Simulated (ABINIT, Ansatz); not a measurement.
# SiW (Pm-3m): from the cell to the phonon bands, part 2 of 4

Aim: the phonon dispersion of SiW (Pm-3m), checked by a second program.

ABINIT 10.8.3; DFT PBEsol, scalar-relativistic, plane waves, PseudoDojo norm-conserving pseudopotentials.

So far. Step 4 (Relaxation): The volume changes by -0.8 % in this run and stands -4.8 % from the first cell. The relaxed cell has a = 3.031 Å (conventional setting).

The structure was built from a prototype and need not be the compound's stable phase.

## (6) Linear response at Γ

At q = 0 one unit cell holds all displacements. The response is solved for single atoms along the cell's directions, and symmetry skips those that follow from others. The crystal is treated as a metal, which screens a static field, so no field response is asked.

dfpt_gamma.abi reads:

```

# common to the responses
getwfk_filepath "gso_WFK"
kptopt 2
nqpt 1
qpt 0.0 0.0 0.0
asr 0
chneut 0

# displacements
rfphon 1
rfatpol 1 2
rfdir 1 1 1
tolvrs 1.0d-10
prtwf 0
prtpot 1

# basis, mesh and filling
ecut 31.0
ngkpt 8 8 8
nshiftk 1
shiftk 0.0 0.0 0.0
istwfk *1
occopt 7
tsmear 0.01
nband 15
nstep 100
diemac 1000000.0
prtebands 0
prtgsr 0
useylm 1

# cell and atoms
acell 5.727722789 5.727722789 5.727722789
rprim 
    1.0 0.0 0.0
    0.0 1.0 0.0
    0.0 0.0 1.0
ntypat 2
znucl 14 74
natom 2
typat 1 2
xred 
    0.0 0.0 0.0
    0.5 0.5 0.5
pp_dirpath "./pseudo"
pseudos "Si.upf, W.upf"
```

On the command line:

```bash
$ OMP_NUM_THREADS=1 mpirun -n 4 abinit dfpt_gamma.abi > dfpt_gamma.log
```

Numbers of over 12 decimals in the logs are rounded to 6 here.

dfpt_gamma.abo, the main output file:

```text
[banners, grids, parts of the stress and lines that vanish by symmetry left out]
- input  file    -> dfpt_gamma.abi
- output file    -> dfpt_gamma.abo
- root for input  files -> dfpt_gammai
- root for output files -> dfpt_gammao

 Symmetries : space group Pm -3 m (#221); Bravais cP (primitive cubic)
================================================================================
 Values of the parameters that define the memory need of the present run (RF).
     intxc =       0      iscf =       7    lmnmax =      32     lnmax =       8
     mgfft =      30  mpssoang =       4    mqgrid =    3001     natom =       2
  nloc_mem =       1    nspden =       1   nspinor =       1    nsppol =       1
      nsym =      48    n1xccc =    2501    ntypat =       2    occopt =       7
   xclevel =       2
-    mband =          15        mffmem =           1         mkmem =          65
-   mkqmem =          65        mk1mem =          65           mpw =        1596
      nfft =       27000          nkpt =         260
- my_mband =          15
================================================================================
================================================================================

--------------------------------------------------------------------------------
------------- Echo of variables that govern the present computation ------------
--------------------------------------------------------------------------------
-
- outvars: echo of selected default values
-   iomode0 =  0 , fftalg0 =312 , wfoptalg0 =  0
-
- outvars: echo of global parameters not present in the input file
-  max_nthreads =    1
-
 -outvars: echo values of preprocessed input variables
 [... echo left out ...]
================================================================================

 chkinp: Checking input parameters for consistency.

[...]
== DATASET  1 ==================================================================
-   mpi_nproc: 4, omp_nthreads: 1 (-1 if OMP is not activated)

--- !DatasetInfo
iteration_state: {dtset: 1, }
dimensions: {natom: 2, nkpt: 260, mband: 15, nsppol: 1, nspinor: 1, nspden: 1, mpw: 1596, }
cutoff_energies: {ecut:  31.0, pawecutdg:  -1.0, }
electrons: {nelect:   1.80000000E+01, charge:   0.00000000E+00, occopt:   7.00000000E+00, tsmear:   1.00000000E-02, }
meta: {optdriver: 1, rfphon: 1, }
...

 mkfilename: getwfk from: gso_WFK

 Real(R)+Recip(G) space primitive vectors, cartesian coordinates (Bohr,Bohr^-1):
 R(1)=  5.7277228  0.0000000  0.0000000  G(1)=  0.1745895  0.0000000  0.0000000
 R(2)=  0.0000000  5.7277228  0.0000000  G(2)=  0.0000000  0.1745895  0.0000000
 R(3)=  0.0000000  0.0000000  5.7277228  G(3)=  0.0000000  0.0000000  0.1745895
 Unit cell volume ucvol=  1.8790830E+02 bohr^3
 Angles (23,13,12)=  9.00000000E+01  9.00000000E+01  9.00000000E+01 degrees
 setup1 : take into account q-point for computing boxcut.

 getcut: wavevector=  0.0000  0.0000  0.0000  ngfft=  30  30  30
         ecut(hartree)=     31.000   => boxcut(ratio)=   2.08974

--- Pseudopotential description ------------------------------------------------
- pspini: atom type   1  psp file is ./pseudo/Si.upf

- pspini: atom type   2  psp file is ./pseudo/W.upf

   3.48810422E+02                                ecore*ucvol(ha*bohr**3)
--------------------------------------------------------------------------------

 ==>  initialize data related to q vector <==

 The list of irreducible perturbations for this q vector is:
    1)    idir= 1    ipert=   1
    2)    idir= 1    ipert=   2

[...]
The perturbation idir=   2  ipert=   1 is
 symmetric of a previously calculated perturbation.
 So, its SCF calculation is not needed.

 The perturbation idir=   3  ipert=   1 is
 symmetric of a previously calculated perturbation.
 So, its SCF calculation is not needed.

 The perturbation idir=   2  ipert=   2 is
 symmetric of a previously calculated perturbation.
 So, its SCF calculation is not needed.

 The perturbation idir=   3  ipert=   2 is
 symmetric of a previously calculated perturbation.
 So, its SCF calculation is not needed.

--------------------------------------------------------------------------------
 Perturbation wavevector (in red.coord.)   0.000000  0.000000  0.000000
 Perturbation : displacement of atom   1   along direction   1
 Found     8 symmetries that leave the perturbation invariant.

[...]
dfpt_looppert : total number of electrons, from k and k+q
  fully or partially occupied states are    1.800000E+01 and    1.800000E+01.
 Initialisation of the first-order wave-functions :
  ireadwf=   0

--- !BeginCycle
iteration_state: {dtset: 1, }
solver: {iscf: 7, nstep: 100, nline: 4, wfoptalg: 0, }
tolerances: {tolvrs: 1.00E-10, }
...

     iter   2DEtotal(Ha)        deltaE(Ha) residm    vres2
-ETOT  1   3.093422     -4.699E+01 4.387E+00 1.565E+03
 ETOT  2   2.453653     -6.398E-01 1.321E-02 5.733E+01
 ETOT  3   2.426173     -2.748E-02 1.195E-02 4.793E-01
 ETOT  4   2.425850     -3.232E-04 2.318E-04 2.067E-03
 ETOT  5   2.425848     -1.468E-06 1.233E-04 8.826E-06
[...]
At SCF step    8       vres2   =  5.72E-12 < tolvrs=  1.00E-10 =>converged.
[...]
Mean square residual over all n,k,spin=   10.220E-10; max=  57.430E-08

 Thirteen components of 2nd-order total energy (hartree) are
 1,2,3: 0th-order hamiltonian combined with 1st-order wavefunctions
     kin0=   4.02095050E+01 eigvalue=  -6.35270674E+00  local=  -1.81518997E+01
 4,5,6: 1st-order hamiltonian combined with 1st and 0th-order wfs
 loc psp =  -2.38425819E+01  Hartree=   9.11676177E+00     xc=  -3.21952869E+00
 note that "loc psp" includes a xc core correction that could be resolved
 7,8,9: eventually, occupation + non-local contributions
    edocc=   4.23174658E+00     enl0=   2.18274992E+01   enl1=  -7.14801733E+01
 1-9 gives the relaxation energy (to be shifted if some occ is /=2.0)
   erelax=  -4.76613777E+01
 10,11,12 Non-relaxation  contributions : frozen-wavefunctions and Ewald
 fr.local=  -3.16287657E+01 fr.nonlo=   4.20585764E+01  Ewald=   4.09538415E+01
 13,14 Frozen wf xc core corrections (1) and (2)
 frxc 1  =  -4.34797161E+00  frxc 2 =   3.05154534E+00
 Resulting in :
 2DEtotal=    0.2425848262E+01 Ha. Also 2DEtotal=    0.660106940202E+02 eV
    (2DErelax=   -4.7661377682E+01 Ha. 2DEnonrelax=    5.0087225943E+01 Ha)
    (  non-var. 2DEtotal :    2.4258483757E+00 Ha)

[...]
Perturbation wavevector (in red.coord.)   0.000000  0.000000  0.000000
 Perturbation : displacement of atom   2   along direction   1
 Found     8 symmetries that leave the perturbation invariant.

--------------------------------------------------------------------------------

--------------------------------------------------------------------------------

 dfpt_looppert : total number of electrons, from k and k+q
  fully or partially occupied states are    1.800000E+01 and    1.800000E+01.
 Initialisation of the first-order wave-functions :
  ireadwf=   0

--- !BeginCycle
iteration_state: {dtset: 1, }
solver: {iscf: 7, nstep: 100, nline: 4, wfoptalg: 0, }
tolerances: {tolvrs: 1.00E-10, }
...

     iter   2DEtotal(Ha)        deltaE(Ha) residm    vres2
-ETOT  1   3.693551     -1.756E+03 1.739E+01 1.419E+03
[...]
ETOT  7   2.423764     -7.569E-09 1.384E-03 2.788E-07
 ETOT  8   2.423764     -1.546E-10 1.395E-04 7.561E-11

 At SCF step    8       vres2   =  7.56E-11 < tolvrs=  1.00E-10 =>converged.
[...]
Mean square residual over all n,k,spin=   14.374E-08; max=  13.946E-05

 Thirteen components of 2nd-order total energy (hartree) are
 1,2,3: 0th-order hamiltonian combined with 1st-order wavefunctions
     kin0=   1.18673811E+03 eigvalue=   8.17164193E+01  local=  -1.00301290E+03
 4,5,6: 1st-order hamiltonian combined with 1st and 0th-order wfs
 loc psp =  -2.40787604E+03  Hartree=   5.69475474E+02     xc=  -1.04809598E+02
 note that "loc psp" includes a xc core correction that could be resolved
 7,8,9: eventually, occupation + non-local contributions
    edocc=   2.60460746E+02     enl0=   7.67148737E+02   enl1=  -1.10755794E+03
 1-9 gives the relaxation energy (to be shifted if some occ is /=2.0)
   erelax=  -1.75771698E+03
 10,11,12 Non-relaxation  contributions : frozen-wavefunctions and Ewald
 fr.local=   1.13327166E+03 fr.nonlo=   5.52562563E+02  Ewald=   4.09538415E+01
 13,14 Frozen wf xc core corrections (1) and (2)
 frxc 1  =  -1.83833538E+02  frxc 2 =   2.17186221E+02
 Resulting in :
 2DEtotal=    0.2423764155E+01 Ha. Also 2DEtotal=    0.659539825846E+02 eV
    (2DErelax=   -1.7577169848E+03 Ha. 2DEnonrelax=    1.7601407489E+03 Ha)
    (  non-var. 2DEtotal :    2.4237605241E+00 Ha)

[...]
---- first-order wavefunction calculations are completed ----

 ==> Compute Derivative Database <==

 [... matrices left out ...]
  Phonon wavevector (reduced coordinates) :  0.00000  0.00000  0.00000
 Phonon energies in Hartree :
  -1.121763E-05 -1.121763E-05 -1.121763E-05  1.290299E-03  1.290299E-03
   1.290299E-03
 Phonon frequencies in cm-1    :
- -2.461986E+00 -2.461986E+00 -2.461986E+00  2.831879E+02  2.831879E+02
-  2.831879E+02

== END DATASET(S) ==============================================================
================================================================================

 -outvars: echo values of variables after computation
            acell      5.7277227890E+00  5.7277227890E+00  5.7277227890E+00 Bohr
           etotal      2.4237641548E+00
            fcart      0.0000000000E+00  0.0000000000E+00  0.0000000000E+00
           strten      0.0000000000E+00  0.0000000000E+00  0.0000000000E+00
================================================================================
```

Elapsed: 26 s, on 4 MPI ranks of Arm Neoverse V1, shared host.

This step gave:

| Property | Result |
| --- | --- |
| largest acoustic frequency at the zone centre before the sum rule | -2.46 cm⁻¹ |
| highest optical zone-centre mode (no LO-TO term) | 283.2 cm⁻¹ |
| lowest optical zone-centre mode | 283.2 cm⁻¹ |

The acoustic modes at Γ come out as far as 2.5 cm⁻¹ from zero, where they should vanish, a small numerical error.

## (7) Phonons on a q mesh

Linear response treats each wavevector of the 4×4×4 mesh in the unit cell; the first-order potentials are kept for the electron-phonon matrix elements.

dfpt_q.abi reads:

```
ndtset 9

# wavevectors
qpt1 0.25 0.0 0.0
qpt2 0.5 0.0 0.0
qpt3 0.25 0.25 0.0
qpt4 0.5 0.25 0.0
qpt5 0.5 0.5 0.0
qpt6 0.25 0.25 0.25
qpt7 0.5 0.25 0.25
qpt8 0.5 0.5 0.25
qpt9 0.5 0.5 0.5

# displacements
getwfk_filepath "gso_WFK"
getwfq_filepath "gso_WFK"
kptopt 3
nqpt 1
rfphon 1
rfatpol 1 2
rfdir 1 1 1
tolvrs 1.0d-10
prtwf 0
prtpot 1

# basis, mesh and filling
ecut 31.0
ngkpt 8 8 8
nshiftk 1
shiftk 0.0 0.0 0.0
istwfk *1
occopt 7
tsmear 0.01
nband 15
nstep 100
diemac 1000000.0
prtebands 0
prtgsr 0
useylm 1

# cell and atoms
acell 5.727722789 5.727722789 5.727722789
rprim 
    1.0 0.0 0.0
    0.0 1.0 0.0
    0.0 0.0 1.0
ntypat 2
znucl 14 74
natom 2
typat 1 2
xred 
    0.0 0.0 0.0
    0.5 0.5 0.5
pp_dirpath "./pseudo"
pseudos "Si.upf, W.upf"
```

On the command line:

```bash
$ OMP_NUM_THREADS=1 mpirun -n 4 abinit dfpt_q.abi > dfpt_q.log
```

dfpt_q.abo, the main output file:

```text
[banners, grids, parts of the stress and lines that vanish by symmetry left out]
- input  file    -> dfpt_q.abi
- output file    -> dfpt_q.abo
- root for input  files -> dfpt_qi
[...]
DATASET    1 : space group Pm -3 m (#221); Bravais cP (primitive cubic)
[...]
nfft =       27000          nkpt =         512
[...]
DATASET    2 : space group Pm -3 m (#221); Bravais cP (primitive cubic)
[...]
nfft =       27000          nkpt =         512
[...]
DATASET    3 : space group Pm -3 m (#221); Bravais cP (primitive cubic)
[...]
nfft =       27000          nkpt =         512
[...]
DATASET    4 : space group Pm -3 m (#221); Bravais cP (primitive cubic)
[...]
nfft =       27000          nkpt =         512
[...]
DATASET    8 : space group Pm -3 m (#221); Bravais cP (primitive cubic)
[...]
nfft =       27000          nkpt =         512
[...]
DATASET    9 : space group Pm -3 m (#221); Bravais cP (primitive cubic)
[...]
nfft =       27000          nkpt =         512
[...]
== DATASET  1 ==================================================================
[...]
cutoff_energies: {ecut:  31.0, pawecutdg:  -1.0, }
[...]
Perturbation : displacement of atom   1   along direction   1
[...]
-ETOT  1   80.300895816299     -6.725E+00 1.082E+00 1.656E+06
 ETOT  2   923.86268236098      8.436E+02 5.131E-01 2.030E+07
 ETOT  3   3.378216     -9.205E+02 7.378E-01 2.407E+04
 ETOT  4   2.384266     -9.939E-01 3.185E-02 1.127E+03
 ETOT  5   2.324735     -5.953E-02 3.051E-03 4.467E-01
[...]
At SCF step   12       vres2   =  1.07E-11 < tolvrs=  1.00E-10 =>converged.
[...]
Perturbation : displacement of atom   1   along direction   2
[...]
-ETOT  1   3.120411     -4.605E+01 1.191E+00 1.361E+03
[...]
At SCF step   11       vres2   =  3.96E-11 < tolvrs=  1.00E-10 =>converged.
[...]
Perturbation : displacement of atom   2   along direction   1
[...]
-ETOT  1   28.250935182466     -2.184E+03 7.494E+00 5.313E+05
[...]
At SCF step   12       vres2   =  1.02E-11 < tolvrs=  1.00E-10 =>converged.
[...]
Perturbation : displacement of atom   2   along direction   2
[...]
-ETOT  1   2.479335     -1.746E+03 7.466E+00 1.074E+03
[...]
At SCF step   12       vres2   =  3.67E-13 < tolvrs=  1.00E-10 =>converged.
[...]
Phonon wavevector (reduced coordinates) :  0.25000  0.00000  0.00000
 Phonon energies in Hartree :
[...]
Phonon frequencies in cm-1    :
-  4.841962E+01  4.841962E+01  1.064766E+02  2.664638E+02  2.718638E+02
-  2.718638E+02
[...]
== DATASET  2 ==================================================================
[...]
cutoff_energies: {ecut:  31.0, pawecutdg:  -1.0, }
[...]
Perturbation : displacement of atom   1   along direction   1
[...]
-ETOT  1   63.585176803802     -2.526E+01 8.842E-01 3.549E+05
[...]
Perturbation : displacement of atom   1   along direction   2
[...]
-ETOT  1   3.226634     -4.503E+01 8.885E-01 1.016E+03
[...]
Perturbation : displacement of atom   2   along direction   1
[...]
-ETOT  1   23.412762695058     -2.212E+03 7.441E+00 1.312E+05
[...]
Perturbation : displacement of atom   2   along direction   2
[...]
-ETOT  1   1.791004     -1.736E+03 7.474E+00 2.941E+02
[...]
Phonon wavevector (reduced coordinates) :  0.50000  0.00000  0.00000
 Phonon energies in Hartree :
[...]
Phonon frequencies in cm-1    :
-  6.604941E+01  6.604941E+01  1.213163E+02  2.755421E+02  2.755421E+02
-  2.850797E+02
[...]
== DATASET  3 ==================================================================
[...]
cutoff_energies: {ecut:  31.0, pawecutdg:  -1.0, }
[...]
Perturbation : displacement of atom   1   along direction   1
[...]
-ETOT  1   22.476193899830     -4.603E+01 7.542E-01 2.015E+05
[...]
Perturbation : displacement of atom   1   along direction   3
[...]
-ETOT  1   2.839814     -4.551E+01 7.424E-01 1.086E+03
[...]
Perturbation : displacement of atom   2   along direction   1
[...]
-ETOT  1   15.064792556865     -1.971E+03 7.251E+00 1.245E+05
[...]
Perturbation : displacement of atom   2   along direction   3
[...]
-ETOT  1   3.147412     -1.736E+03 7.452E+00 5.983E+02
[...]
Phonon wavevector (reduced coordinates) :  0.25000  0.25000  0.00000
 Phonon energies in Hartree :
[...]
Phonon frequencies in cm-1    :
- -3.681018E+01  8.823380E+01  1.052476E+02  2.584905E+02  2.594073E+02
-  2.899839E+02
[...]
== DATASET  4 ==================================================================
[...]
cutoff_energies: {ecut:  31.0, pawecutdg:  -1.0, }
[...]
Perturbation : displacement of atom   1   along direction   1
[...]
-ETOT  1   34.597692901687     -4.364E+01 1.163E+00 1.553E+05
[...]
Perturbation : displacement of atom   1   along direction   2
[...]
-ETOT  1   5.123190     -5.446E+01 1.175E+00 1.226E+04
[...]
Phonon wavevector (reduced coordinates) :  0.50000  0.25000  0.00000
 Phonon energies in Hartree :
[...]
Phonon frequencies in cm-1    :
-  4.795424E+01  8.598056E+01  1.044657E+02  2.497797E+02  2.686106E+02
-  2.698285E+02
[...]
== DATASET  5 ==================================================================
[...]
Phonon wavevector (reduced coordinates) :  0.50000  0.50000  0.00000
 Phonon energies in Hartree :
[...]
Phonon frequencies in cm-1    :
- -3.744526E+01 -3.744526E+01  1.285842E+02  2.174605E+02  2.587076E+02
-  2.587076E+02
[...]
== DATASET  6 ==================================================================
[...]
Phonon wavevector (reduced coordinates) :  0.25000  0.25000  0.25000
 Phonon energies in Hartree :
[...]
Phonon frequencies in cm-1    :
-  4.792176E+01  4.792176E+01  9.723628E+01  2.710677E+02  2.710677E+02
-  2.754918E+02
[...]
== DATASET  7 ==================================================================
[...]
Perturbation : displacement of atom   2   along direction   1
[...]
-ETOT  1   11.446707997545     -2.011E+03 7.486E+00 3.695E+04
[...]
Perturbation : displacement of atom   2   along direction   2
[...]
-ETOT  1   4.198115     -1.840E+03 7.192E+00 6.888E+03
[...]
Phonon wavevector (reduced coordinates) :  0.50000  0.25000  0.25000
 Phonon energies in Hartree :
[...]
Phonon frequencies in cm-1    :
- -4.270400E+01  5.385346E+01  7.164353E+01  2.636406E+02  2.827954E+02
-  2.837954E+02
[...]
== DATASET  8 ==================================================================
[...]
cutoff_energies: {ecut:  31.0, pawecutdg:  -1.0, }
[...]
Perturbation : displacement of atom   1   along direction   1
[...]
-ETOT  1   5.214095     -6.023E+01 1.107E+00 7.719E+03
[...]
Perturbation : displacement of atom   1   along direction   3
[...]
-ETOT  1   3.602217     -5.088E+01 9.780E-01 1.813E+03
[...]
Perturbation : displacement of atom   2   along direction   1
[...]
-ETOT  1   6.874238     -1.941E+03 7.508E+00 1.353E+04
[...]
Perturbation : displacement of atom   2   along direction   3
[...]
-ETOT  1   2.586242     -1.811E+03 7.438E+00 1.690E+03
[...]
Phonon wavevector (reduced coordinates) :  0.50000  0.50000  0.25000
 Phonon energies in Hartree :
[...]
Phonon frequencies in cm-1    :
-  5.367151E+01  5.367151E+01  6.821692E+01  2.867098E+02  2.993119E+02
-  2.993119E+02
[...]
== DATASET  9 ==================================================================
[...]
cutoff_energies: {ecut:  31.0, pawecutdg:  -1.0, }
[...]
Perturbation : displacement of atom   1   along direction   1
[...]
-ETOT  1   4.867581     -5.692E+01 8.215E-01 2.665E+03
[...]
At SCF step   10       vres2   =  3.61E-13 < tolvrs=  1.00E-10 =>converged.
[...]
Perturbation : displacement of atom   2   along direction   1
[...]
-ETOT  1   3.245869     -1.900E+03 7.527E+00 6.407E+03
[...]
ETOT  9  0.392231      1.046E-11 1.837E-10 1.923E-08
 ETOT 10  0.392231     -1.637E-11 3.404E-11 1.361E-11
 At SCF step   10       vres2   =  1.36E-11 < tolvrs=  1.00E-10 =>converged.
[...]
Phonon wavevector (reduced coordinates) :  0.50000  0.50000  0.50000
 Phonon energies in Hartree :
[...]
Phonon frequencies in cm-1    :
-  4.145348E+01  4.145348E+01  4.145348E+01  3.305743E+02  3.305743E+02
-  3.305743E+02
[...]
fcart6     0.0000000000E+00  0.0000000000E+00  0.0000000000E+00
   
================================================================================
```

It took 37 min on 4 MPI ranks.

Numbers from this step:

```
lowest mode on the q mesh (acoustic ones at the zone centre apart) : -42.7 cm⁻¹
```

Frequencies (cm⁻¹) before the sum rule at the irreducible wavevectors but Γ, which is solved apart; negative means imaginary. Frequencies by wavevector:

```tsv
q (fractions)	star	mode 1	mode 2	mode 3	mode 4	mode 5	mode 6
0.25 0 0	6	48.42	48.42	106.5	266.5	271.9	271.9
0.5 0 0	3	66.05	66.05	121.3	275.5	275.5	285.1
0.25 0.25 0	12	-36.81	88.23	105.2	258.5	259.4	290
0.5 0.25 0	12	47.95	85.98	104.5	249.8	268.6	269.8
0.5 0.5 0	3	-37.45	-37.45	128.6	217.5	258.7	258.7
0.25 0.25 0.25	8	47.92	47.92	97.24	271.1	271.1	275.5
0.5 0.25 0.25	12	-42.7	53.85	71.64	263.6	282.8	283.8
0.5 0.5 0.25	6	53.67	53.67	68.22	286.7	299.3	299.3
0.5 0.5 0.5	1	41.45	41.45	41.45	330.6	330.6	330.6
```

[end of part 2 of 4]

[Host names and launcher messages were left out of these logs when they were recorded.]

[Logs are printed without paths, hosts, clocks, repeated set-up lines and the standing remarks that a program may print on its own settings, such as how far it seeks lower states.]

[Hosts, paths, dates, database ids (printed as entryN), source tags and the programs' standing remarks are cut or masked in the printed files.]
